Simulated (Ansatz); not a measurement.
## A hypothetical structure for TaIn

Starting from a made-up structure for TaIn, the aim is the relaxed cell, its shortest contacts and, where a second run follows, its electronic structure.

Program: Ansatz 0.2.0. Level of theory: DFT, r2SCAN, plane-wave PAW, files of the set soft_1, scalar-relativistic, no spin, cell and ions relaxed at zero pressure; PAW set soft_1, in the first sound run; inputs show where later runs differ. Results are calculated unless marked as measured.

**1. The starting structure**

It takes space group R-3m (No. 166, trigonal). The conventional cell has a = 3.146 Å, b = 3.146 Å, c = 14.713 Å, α = 90.00°, β = 90.00°, γ = 120.00°. Ta has 6 In at 3.05 Å and 6 Ta at 3.15 Å nearest. Nearest to In lie 6 Ta at 3.05 Å and 6 In at 3.15 Å. Farther neighbours are not listed.

**2. Relaxation of the guess**

The guessed cell has no reason to be at equilibrium. It is relaxed with the atoms, within the space group of the guess.

input.yaml reads:

```yaml
crystal:
  lattice:
    - [1.573, 0.908171973, 4.904333333]
    - [-1.573, 0.908171973, 4.904333333]
    - [0.0, -1.816343947, 4.904333333]
  atoms:
    - { symbol: Ta, position: [0.5, 0.5, 0.5] }
    - { symbol: In, position: [0.0, 0.0, 0.0] }
kpoints:
  mp_grid: { grid: [10, 10, 10] }
scf:
  occupations: { method: fermi_dirac, width: 0.05 }
hamiltonian:
  xc: r2scan
  pseudopotentials: { kind: paw, azcp: { folder: soft_1 } }
relax:
  f_tol: 0.015
  max_steps: 70
  cell: {}
output:
  forces: true
  stress: true
```

Command:

```bash
$ ansatz run input.yaml --threads 4 --pin off --max-ram 8192MiB --backend cpu --events-out ev --progress --plain --runs-dir out
```

Numbers of over 12 decimals in the logs are rounded to 6 here.

Log:

```text
basis.fft_grid_basis auto: the FFT boxes are laid along the combinations [[1, 0, -1], [0, 1, -1], [0, 0, 1]] of the cell's own vectors, 3.146, 3.146 and 5.230 Å long. The dense box has 24×24×40 points. Along the cell's own vectors, as sized, it would have 40×40×40, 2.78 times as many. Of the 12 symmetry operations that the crystal satisfies within crystal.symmetry.tolerance (time reversal apart; of a slab, those that [...]
Engine: ansatz 0.2.0, aarch64-unknown-linux-gnu
Pseudopotentials: kind: paw
Pseudopotential: Ta, paw, valence charge 13, recommended cutoff 500 eV (meta_gga), soft_1/Ta.paw.azcp
Pseudopotential: In, paw, valence charge 13, recommended cutoff 500 eV (meta_gga), soft_1/In.paw.azcp
Functional definition: r2SCAN
  parameter k0 = 0.174
  parameter k1 = 0.065
  parameter a1 = 4.9479
  exchange = r2scan_x(k0 = k0, k1 = k1, a1 = a1)
  correlation = r2scan_c
Crystal: 2 atoms, lattice volume = 42.037 Å³
Basis set: ecut = 500 eV, 1055 PW (Γ), FFT grids on a1−a3, a2−a3, a3, exchange–correlation on 96×96×160 points (64 copies of the dense FFT grid, shifted against one another)
Bands: 17, of which v1, the nominal top of the filled ones, is band 13 counted from 1 (12 counted from 0)
Symmetry: 12 space group operations
Space group: R-3m (ITA 166), of the structure as read, at distance tolerance 3.5e-5 Å
k-points: 116 of 1000
Non-local potential: Ta, projectors of the file, l = 0: 3, l = 1: 2, l = 2: 2, l = 3: 1
Non-local potential: In, projectors of the file, l = 0: 2, l = 1: 2, l = 2: 2, l = 3: 1
PAW form: soft (Blöchl's): semilocal exchange-correlation on the pseudo side does not see the compensation charge
PAW frozen core: Ta, regenerated for the run's functional (the file was generated under x = pbe(κ = 0.804, μ = 0.219515), c = pbe(β = 0.066725))
PAW frozen core: In, regenerated for the run's functional (the file was generated under x = pbe(κ = 0.804, μ = 0.219515), c = pbe(β = 0.066725))
PAW one-centre angular grid: Ta, 590 points (default); XC on 160 Gauss nodes
PAW one-centre angular grid: In, 590 points (default); XC on 160 Gauss nodes
Initial density: superposition of atomic densities (chi_scale 0.1, normalization cell, long waves kept (reshape's long-wave potential 0.00 eV rms))
Initial wavefunctions: pseudopotential atomic-orbital guess
Functional: x = r2scan, c = r2scan; τ floored in thin density (d = 2e-4 eV/Å³)
SCF iter   1: F=—  HF=-15556.902948 eV  |F-HF|=—  |Δ(HF+E_count)|=         —  Δρ=4.34e-2  dr2=2.15e0  dr2_τ=2.12e-2  ethr=3.10e-3  ⟨swp⟩=5.8  Hψ=8975  notcnv=0
preconditioner: auto → Kerker (q_TF=auto, 2.518 Å⁻¹)  [metal: Δε(μ)=0.003 eV  Ē_g=11.454 eV  σ=0.050 eV  W_gap=0.02  n_scr=14 (ndim 8)  ℏωp=24.3 eV  f_vac=0.000  D(μ)=1.87/eV (n_scr^D=16)]
SCF iter   2: F=—  HF=-15556.653401 eV  |F-HF|=—  |Δ(HF+E_count)|=   2.50e-1  Δρ=2.84e-2  dr2=7.72e-1  dr2_τ=5.38e-3  ethr=3.10e-3  ⟨swp⟩=2.1  Hψ=3424  notcnv=0
SCF iter   3: F=—  HF=-15556.570430 eV  |F-HF|=—  |Δ(HF+E_count)|=   8.30e-2  Δρ=7.07e-3  dr2=5.91e-2  dr2_τ=1.83e-3  ethr=2.97e-3  ⟨swp⟩=2.1  Hψ=2774  notcnv=0
SCF iter   4: F=—  HF=-15556.560424 eV  |F-HF|=—  |Δ(HF+E_count)|=   1.00e-2  Δρ=1.41e-3  dr2=6.04e-4  dr2_τ=1.85e-5  ethr=2.27e-4  ⟨swp⟩=2.6  Hψ=3833  notcnv=0
SCF iter   5: F=—  HF=-15556.560763 eV  |F-HF|=—  |Δ(HF+E_count)|=   3.40e-4  Δρ=3.11e-4  dr2=7.39e-5  dr2_τ=3.15e-6  ethr=2.32e-6  ⟨swp⟩=2.4  Hψ=2973  notcnv=0
SCF iter   6: F=—  HF=-15556.560780 eV  |F-HF|=—  |Δ(HF+E_count)|=   1.73e-5  Δρ=9.89e-5  dr2=4.46e-6  dr2_τ=4.62e-7  ethr=2.84e-7  ⟨swp⟩=2.0  Hψ=2432  notcnv=0
SCF iter   7: F=—  HF=-15556.560782 eV  |F-HF|=—  |Δ(HF+E_count)|=   1.91e-6  Δρ=2.01e-5  dr2=1.28e-7  dr2_τ=5.48e-9  ethr=1.72e-8  ⟨swp⟩=2.4  Hψ=2902  notcnv=0
SCF iter   8: F=-15556.560782 eV  HF=-15556.560782 eV  |F-HF|=1.78e-9  |Δ(HF+E_count)|=   9.65e-8  Δρ=3.74e-6  dr2=4.90e-9  dr2_τ=1.96e-10  ethr=3.85e-10  ⟨swp⟩=4.4  Hψ=6204  notcnv=0
SCF 1 converged in 8 iterations: F = -15556.560782 eV  dr2 = 4.90e-9
  greatest PAW one-centre occupation: 0.999 electrons in one spin orbital (limit 2), on the Ta atom at site 0 (counted from 0), in its partial waves of l = 0
relax step   1: F+E_penalty+E_count = -15556.56078248 eV  Δ(F+E_penalty+E_count) = +0.000e0 eV  max|allowed force component| = 4.273e-30 eV/Å  Δτ_max = 0.0000 Å  P = -8.057 GPa  Ω = 42.037 Å³  (8 SCF iters, dr2 threshold 1.00e-7 eV, accepted)
Crystal: 2 atoms, lattice volume = 37.640 Å³
Basis set: ecut = 500 eV, 1001 PW (Γ), FFT grids on a1−a3, a2−a3, a3, exchange–correlation on 96×96×160 points (64 copies of the dense FFT grid, shifted against one another)
Initial density: handed on by an earlier stage of this run
Initial wavefunctions: those handed on with the density
iter 1 solved again at ethr=4.94e-4 eV; its pass at ethr=3.10e-3 eV (dr2=1.28e-1 eV) is discarded
SCF iter   1: F=—  HF=-15556.332046 eV  |F-HF|=—  |Δ(HF+E_count)|=         —  Δρ=9.25e-3  dr2=1.29e-1  dr2_τ=2.42e-1  ethr=4.94e-4  ⟨swp⟩=1.0  Hψ=12224  notcnv=0
preconditioner: auto → none  [metal: Δε(μ)=0.051 eV  Ē_g=12.917 eV  σ=0.050 eV  W_gap=0.25  n_scr=8 (ndim 8)  ℏωp=25.7 eV  f_vac=0.000  D(μ)=0.77/eV (n_scr^D=2)]
SCF iter   2: F=—  HF=-15556.634275 eV  |F-HF|=—  |Δ(HF+E_count)|=   3.02e-1  Δρ=8.26e-3  dr2=9.70e-2  dr2_τ=6.94e-3  ethr=4.94e-4  ⟨swp⟩=3.7  Hψ=4170  notcnv=0
SCF iter   3: F=—  HF=-15556.613170 eV  |F-HF|=—  |Δ(HF+E_count)|=   2.11e-2  Δρ=2.28e-3  dr2=1.93e-3  dr2_τ=9.90e-5  ethr=3.73e-4  ⟨swp⟩=2.1  Hψ=3303  notcnv=0
SCF iter   4: F=—  HF=-15556.613811 eV  |F-HF|=—  |Δ(HF+E_count)|=   6.41e-4  Δρ=8.62e-4  dr2=1.18e-3  dr2_τ=3.70e-5  ethr=7.41e-6  ⟨swp⟩=2.0  Hψ=3389  notcnv=0
SCF iter   5: F=—  HF=-15556.613615 eV  |F-HF|=—  |Δ(HF+E_count)|=   1.95e-4  Δρ=3.00e-4  dr2=1.39e-4  dr2_τ=1.10e-6  ethr=4.54e-6  ⟨swp⟩=1.3  Hψ=2019  notcnv=0
SCF iter   6: F=—  HF=-15556.613590 eV  |F-HF|=—  |Δ(HF+E_count)|=   2.48e-5  Δρ=9.82e-5  dr2=1.19e-5  dr2_τ=9.86e-8  ethr=5.34e-7  ⟨swp⟩=1.6  Hψ=2094  notcnv=0
SCF iter   7: F=—  HF=-15556.613588 eV  |F-HF|=—  |Δ(HF+E_count)|=   2.03e-6  Δρ=2.84e-5  dr2=7.18e-7  dr2_τ=7.79e-9  ethr=4.58e-8  ⟨swp⟩=2.0  Hψ=2225  notcnv=0
SCF iter   8: F=-15556.613588 eV  HF=-15556.613588 eV  |F-HF|=9.93e-10  |Δ(HF+E_count)|=   7.35e-8  Δρ=4.33e-6  dr2=5.03e-9  dr2_τ=3.21e-10  ethr=7.69e-10  ⟨swp⟩=4.9  Hψ=6397  notcnv=0
SCF 2 converged in 8 iterations: F = -15556.613588 eV  dr2 = 5.03e-9
relax step   2: F+E_penalty+E_count = -15556.61358831 eV  Δ(F+E_penalty+E_count) = -5.281e-2 eV  max|allowed force component| = 1.367e-28 eV/Å  Δτ_max = 0.0000 Å  P = +7.498 GPa  Ω = 37.640 Å³  energy of the carried Pulay correction = +6.440e-4 eV  (8 SCF iters, dr2 threshold 2.00e-7 eV, accepted)
Crystal: 2 atoms, lattice volume = 39.628 Å³
Basis set: ecut = 500 eV, 1031 PW (Γ), FFT grids on a1−a3, a2−a3, a3, exchange–correlation on 96×96×160 points (64 copies of the dense FFT grid, shifted against one another)
iter 1 solved again at ethr=1.26e-4 eV; its pass at ethr=3.10e-3 eV (dr2=3.28e-2 eV) is discarded
SCF iter   1: F=—  HF=-15556.571812 eV  |F-HF|=—  |Δ(HF+E_count)|=         —  Δρ=4.55e-3  dr2=3.28e-2  dr2_τ=5.36e-2  ethr=1.26e-4  ⟨swp⟩=1.0  Hψ=12413  notcnv=0
preconditioner: auto → Kerker (q_TF=auto, 2.543 Å⁻¹)  [metal: Δε(μ)=0.006 eV  Ē_g=12.993 eV  σ=0.050 eV  W_gap=0.03  n_scr=14 (ndim 8)  ℏωp=25.0 eV  f_vac=0.000  D(μ)=1.34/eV (n_scr^D=8)]
SCF iter   2: F=—  HF=-15556.655498 eV  |F-HF|=—  |Δ(HF+E_count)|=   8.37e-2  Δρ=2.72e-3  dr2=1.35e-2  dr2_τ=1.27e-4  ethr=1.26e-4  ⟨swp⟩=2.9  Hψ=3544  notcnv=0
SCF iter   3: F=—  HF=-15556.652980 eV  |F-HF|=—  |Δ(HF+E_count)|=   2.52e-3  Δρ=7.56e-4  dr2=2.55e-4  dr2_τ=7.69e-5  ethr=5.18e-5  ⟨swp⟩=2.0  Hψ=2744  notcnv=0
SCF iter   4: F=—  HF=-15556.653005 eV  |F-HF|=—  |Δ(HF+E_count)|=   2.50e-5  Δρ=2.70e-4  dr2=4.01e-5  dr2_τ=2.70e-6  ethr=9.81e-7  ⟨swp⟩=2.9  Hψ=3359  notcnv=0
SCF iter   5: F=—  HF=-15556.652996 eV  |F-HF|=—  |Δ(HF+E_count)|=   9.15e-6  Δρ=3.50e-5  dr2=6.89e-7  dr2_τ=1.75e-7  ethr=1.54e-7  ⟨swp⟩=2.0  Hψ=3315  notcnv=0
SCF iter   6: F=-15556.652996 eV  HF=-15556.652996 eV  |F-HF|=1.74e-8  |Δ(HF+E_count)|=   1.50e-7  Δρ=1.22e-5  dr2=5.46e-8  dr2_τ=2.14e-9  ethr=7.69e-10  ⟨swp⟩=4.6  Hψ=6640  notcnv=0
SCF 3 converged in 6 iterations: F = -15556.652996 eV  dr2 = 5.46e-8
relax step   3: F+E_penalty+E_count = -15556.65299626 eV  Δ(F+E_penalty+E_count) = -3.941e-2 eV  max|allowed force component| = 2.524e-29 eV/Å  Δτ_max = 0.0000 Å  P = -0.727 GPa  Ω = 39.628 Å³  energy of the carried Pulay correction = +3.448e-4 eV  (6 SCF iters, dr2 threshold 2.00e-7 eV, accepted)
Crystal: 2 atoms, lattice volume = 39.478 Å³
iter 1 solved again at ethr=1.26e-6 eV; its pass at ethr=3.10e-3 eV (dr2=3.28e-4 eV) is discarded
SCF iter   1: F=—  HF=-15556.653060 eV  |F-HF|=—  |Δ(HF+E_count)|=         —  Δρ=6.41e-4  dr2=3.52e-4  dr2_τ=5.89e-4  ethr=1.26e-6  ⟨swp⟩=2.0  Hψ=11608  notcnv=0
preconditioner: auto → Kerker (q_TF=auto, 2.545 Å⁻¹)  [metal: Δε(μ)=0.074 eV  Ē_g=12.881 eV  σ=0.050 eV  W_gap=0.35  n_scr=14 (ndim 8)  ℏωp=25.1 eV  f_vac=0.000  D(μ)=0.95/eV (n_scr^D=2)]
SCF iter   2: F=—  HF=-15556.653797 eV  |F-HF|=—  |Δ(HF+E_count)|=   7.37e-4  Δρ=3.03e-4  dr2=1.19e-4  dr2_τ=3.20e-6  ethr=1.26e-6  ⟨swp⟩=2.0  Hψ=3282  notcnv=0
SCF iter   3: F=—  HF=-15556.653778 eV  |F-HF|=—  |Δ(HF+E_count)|=   1.94e-5  Δρ=9.03e-5  dr2=6.96e-6  dr2_τ=8.71e-7  ethr=4.58e-7  ⟨swp⟩=1.9  Hψ=2195  notcnv=0
SCF iter   4: F=—  HF=-15556.653777 eV  |F-HF|=—  |Δ(HF+E_count)|=   5.91e-7  Δρ=3.03e-5  dr2=4.21e-7  dr2_τ=3.00e-8  ethr=2.68e-8  ⟨swp⟩=2.0  Hψ=2266  notcnv=0
SCF iter   5: F=-15556.653777 eV  HF=-15556.653777 eV  |F-HF|=2.54e-9  |Δ(HF+E_count)|=   3.52e-8  Δρ=6.42e-6  dr2=1.98e-8  dr2_τ=7.81e-10  ethr=7.69e-10  ⟨swp⟩=4.3  Hψ=7010  notcnv=0
SCF 4 converged in 5 iterations: F = -15556.653777 eV  dr2 = 1.98e-8
relax step   4: F+E_penalty+E_count = -15556.65377725 eV  Δ(F+E_penalty+E_count) = -7.810e-4 eV  max|allowed force component| = 1.473e-29 eV/Å  Δτ_max = 0.0000 Å  P = -0.167 GPa  Ω = 39.478 Å³  energy of the carried Pulay correction = +3.670e-4 eV  (5 SCF iters, dr2 threshold 2.00e-7 eV, accepted)
Crystal: 2 atoms, lattice volume = 39.435 Å³
iter 1 solved again at ethr=3.60e-8 eV; its pass at ethr=3.10e-3 eV (dr2=9.37e-6 eV) is discarded
SCF iter   1: F=—  HF=-15556.653774 eV  |F-HF|=—  |Δ(HF+E_count)|=         —  Δρ=8.21e-5  dr2=1.05e-5  dr2_τ=2.29e-5  ethr=3.60e-8  ⟨swp⟩=2.0  Hψ=11402  notcnv=0
preconditioner: auto → Kerker (q_TF=auto, 2.545 Å⁻¹)  [metal: Δε(μ)=0.067 eV  Ē_g=12.892 eV  σ=0.050 eV  W_gap=0.32  n_scr=14 (ndim 8)  ℏωp=25.1 eV  f_vac=0.000  D(μ)=1.00/eV (n_scr^D=2)]
SCF iter   2: F=—  HF=-15556.653810 eV  |F-HF|=—  |Δ(HF+E_count)|=   3.53e-5  Δρ=5.01e-5  dr2=4.32e-6  dr2_τ=4.93e-8  ethr=3.60e-8  ⟨swp⟩=2.2  Hψ=3322  notcnv=0
SCF iter   3: F=-15556.653809 eV  HF=-15556.653809 eV  |F-HF|=1.72e-9  |Δ(HF+E_count)|=   7.92e-7  Δρ=1.19e-5  dr2=6.55e-8  dr2_τ=1.97e-8  ethr=4.08e-10  ⟨swp⟩=3.9  Hψ=7974  notcnv=0
SCF 5 converged in 3 iterations: F = -15556.653809 eV  dr2 = 6.55e-8
relax step   5: F+E_penalty+E_count = -15556.65380880 eV  Δ(F+E_penalty+E_count) = -3.156e-5 eV  max|allowed force component| = 3.287e-31 eV/Å  Δτ_max = 0.0000 Å  P = -0.012 GPa  Ω = 39.435 Å³  energy of the carried Pulay correction = +3.733e-4 eV  (3 SCF iters, dr2 threshold 1.06e-7 eV, accepted)
Initial wavefunctions: pseudopotential atomic-orbital guess (no wavefunctions were taken with the density)
iter 1 solved again at ethr=5.53e-9 eV; its pass at ethr=3.10e-3 eV (dr2=1.44e-6 eV) is discarded
SCF iter   1: F=—  HF=-15556.653484 eV  |F-HF|=—  |Δ(HF+E_count)|=         —  Δρ=9.40e-5  dr2=4.36e-7  dr2_τ=4.05e-6  ethr=5.53e-9  ⟨swp⟩=3.6  Hψ=15948  notcnv=0
preconditioner: auto → Kerker (q_TF=auto, 2.545 Å⁻¹)  [metal: Δε(μ)=0.067 eV  Ē_g=12.895 eV  σ=0.050 eV  W_gap=0.32  n_scr=14 (ndim 8)  ℏωp=25.1 eV  f_vac=0.000  D(μ)=1.00/eV (n_scr^D=2)]
SCF iter   2: F=—  HF=-15556.653485 eV  |F-HF|=—  |Δ(HF+E_count)|=   8.56e-7  Δρ=5.01e-5  dr2=1.61e-7  dr2_τ=1.22e-7  ethr=1.68e-9  ⟨swp⟩=2.1  Hψ=3135  notcnv=0
SCF iter   3: F=—  HF=-15556.653485 eV  |F-HF|=—  |Δ(HF+E_count)|=   1.35e-7  Δρ=3.20e-6  dr2=3.30e-9  dr2_τ=1.47e-9  ethr=6.17e-10  ⟨swp⟩=2.1  Hψ=2399  notcnv=0
SCF iter   4: F=—  HF=-15556.653485 eV  |F-HF|=—  |Δ(HF+E_count)|=   1.83e-9  Δρ=1.13e-6  dr2=6.86e-10  dr2_τ=3.93e-11  ethr=1.27e-11  ⟨swp⟩=2.1  Hψ=3222  notcnv=0
SCF iter   5: F=-15556.653485 eV  HF=-15556.653485 eV  |F-HF|=1.46e-11  |Δ(HF+E_count)|=  2.18e-11  Δρ=2.32e-7  dr2=1.87e-11  dr2_τ=3.12e-12  ethr=1.00e-12  ⟨swp⟩=4.6  Hψ=10442  notcnv=0
SCF 6 converged in 5 iterations: F = -15556.653485 eV  dr2 = 1.87e-11
relax step   6: F+E_penalty+E_count = -15556.65348542 eV  Δ(F+E_penalty+E_count) = +3.234e-4 eV  max|allowed force component| = 3.366e-29 eV/Å  Δτ_max = 0.0000 Å  P = -0.016 GPa  Ω = 39.435 Å³  stress off target by 2.51e-2 GPa  SCF on the basis re-selected at this cell (its energy is not comparable with the rows above)  (5 SCF iters)
basis re-selected at this cell: Δ(F+E_penalty+E_count) = +3.234e-4 eV, ΔP = -0.004 GPa vs the last step (what re-selecting the basis moved, of the pressure what is left beyond the Pulay correction that the steps carried, after the strain that the cell walked since its last selection, with what the two solves' SCF thresholds leave and, on support functions, any second-order correction that the steps lacked; it is no m [...]
SCF converged after 5 iterations
Free energy (F): -15556.653485 eV
Harris-Foulkes:  -15556.653485 eV  (|F-HF|=1.46e-11)
Internal energy: -15556.644852 eV  (E = F + TS)
E sigma→0 (E₀):  -15556.649169 eV
Entropy (-TS):   -0.008634 eV (-4.317 meV/atom)
Fermi energy:    15.817461 eV
--- Per-component energies (eV) ---
  E_band       = -119.353438
  E_kinetic    = 612.770854
  E_local      = -1436.082967  (includes V_loc(G=0)·N_el)
  E_nonlocal   = 315.984966
  E_hartree    = 557.323992
  E_xc         = -437.373864
  E_vxc        = -355.179627  (∫ρ·V_xc dr)
  E_paw        = -12567.795527  (= ΣΔE_a)
  E_vpaw       = -391.191330  (= ΣTr[D̂ρ^β])
  E_aug_tail   = -0.000015  (compensation charges beyond the density's cutoff)
  E_vtau       = 19.696697  (kinetic-family band-sum trace: ∫τ·v_τ [+ j·A + Jᵃ·Aᵃ] dr)
  E_ewald      = -2601.681304
  E_core_change = 0.209012  (= ΣΔE_core)
  E_smearing   = -0.008634  (= −TS)
  E_closure    = -0.000000  (closes the sum)
  Σ components = -15556.653485   (vs F -15556.653485, Δ=0.00e0)
--- Forces (eV/Å), atoms counted from 1 ---
  atom   1  Ta     0.00000000     0.00000000     0.00000000
  atom   2  In     0.00000000     0.00000000     0.00000000
  max |Σ_I F_I| component: 6.73e-29 eV/Å
--- Stress (GPa, compression-positive) ---
       -0.011136       0.000000       0.000000
        0.000000      -0.011136       0.000000
        0.000000       0.000000      -0.025096
  P = ⅓ Tr σ = -0.0158 GPa (-0.158 kbar)
--- Relaxed structure (5 steps of the walk, 5 accepted, 1 SCFs on fresh bases) ---
  F+E_penalty+E_count = -15556.65348542 eV   max|allowed force component| = 3.366e-29 eV/Å   (the final SCF, on the basis selected at the relaxed cell)
  cell:  # Å, volume = 39.4354 Å³
    - [1.521034, 0.878169, 4.920595]
    - [-1.521034, 0.878169, 4.920595]
    - [0, -1.756339, 4.920595]
  atoms:
    - { symbol: Ta, position: [0.500000, 0.500000, 0.5] }
    - { symbol: In, position: [0, 0, 0] }
```

The job ended after 21 s (4 threads of Arm Neoverse N1, shared host; peak memory 0.49 GiB).

Step by step:

| step | energy less that of the first step (eV) | largest force component (eV/Å) | pressure (GPa) | volume (Å³) |
| --- | --- | --- | --- | --- |
| 1 | 0.0000 | 0.0000 | -8.06 | 42.04 |
| 2 | -0.0528 | 0.0000 | 7.50 | 37.64 |
| 3 | -0.0922 | 0.0000 | -0.73 | 39.63 |
| 4 | -0.0930 | 0.0000 | -0.17 | 39.48 |
| 5 | -0.0930 | 0.0000 | -0.01 | 39.44 |
| 6* | -0.0927 | 0.0000 | -0.02 | 39.44 |

Relaxation steps marked * repeat the geometry before them on a plane-wave basis chosen anew for their cell, so energy and pressure can jump there.

The run keeps the 12 symmetry operations that it works with, so distortions that break them were not tested.

| conventional cell, symmetrised | before | after | change |
| --- | --- | --- | --- |
| a (Å) | 3.146 | 3.042 | -3.3 % |
| b (Å) | 3.146 | 3.042 | -3.3 % |
| c (Å) | 14.713 | 14.762 | +0.3 % |
| volume (Å³/atom) | 21.02 | 19.72 | -6.2 % |

Final coordinates:

```xyz
2
Lattice="1.5210 0.8782 4.9206 -1.5210 0.8782 4.9206 0.0000 -1.7563 4.9206" Properties=species:S:1:pos:R:3 pbc="T T T"
Ta    0.0000    0.0000    7.3809
In    0.0000    0.0000    0.0000
```

This step gave:

| Quantity | Value |
| --- | --- |
| free energy | -15556.6535 eV |
| energy at zero smearing | -15556.6492 eV |
| smearing term TS | 0.008634 eV |
| Fermi energy | 15.82 eV |
| electrons | 26 |
| symmetry operations | 12 |
| pressure | -0.01579 GPa |

Shortest distances by pair of elements, guess and relaxed (not always the same contact):

| pair | guess (Å) | relaxed (Å) |
| --- | --- | --- |
| In–Ta | 3.052 | 3.023 |
| Ta–Ta | 3.146 | 3.042 |
| In–In | 3.146 | 3.042 |

The relaxation ends with a pressure of -0.02 GPa.

[end of part 1 of 2]

[Logs are printed without paths, hosts, clocks, repeated set-up lines and the standing remarks that a program may print on its own settings, such as how far it seeks lower states.]

[Hosts, paths, dates, database ids (printed as entryN), source tags and the programs' standing remarks are cut or masked in the printed files.]
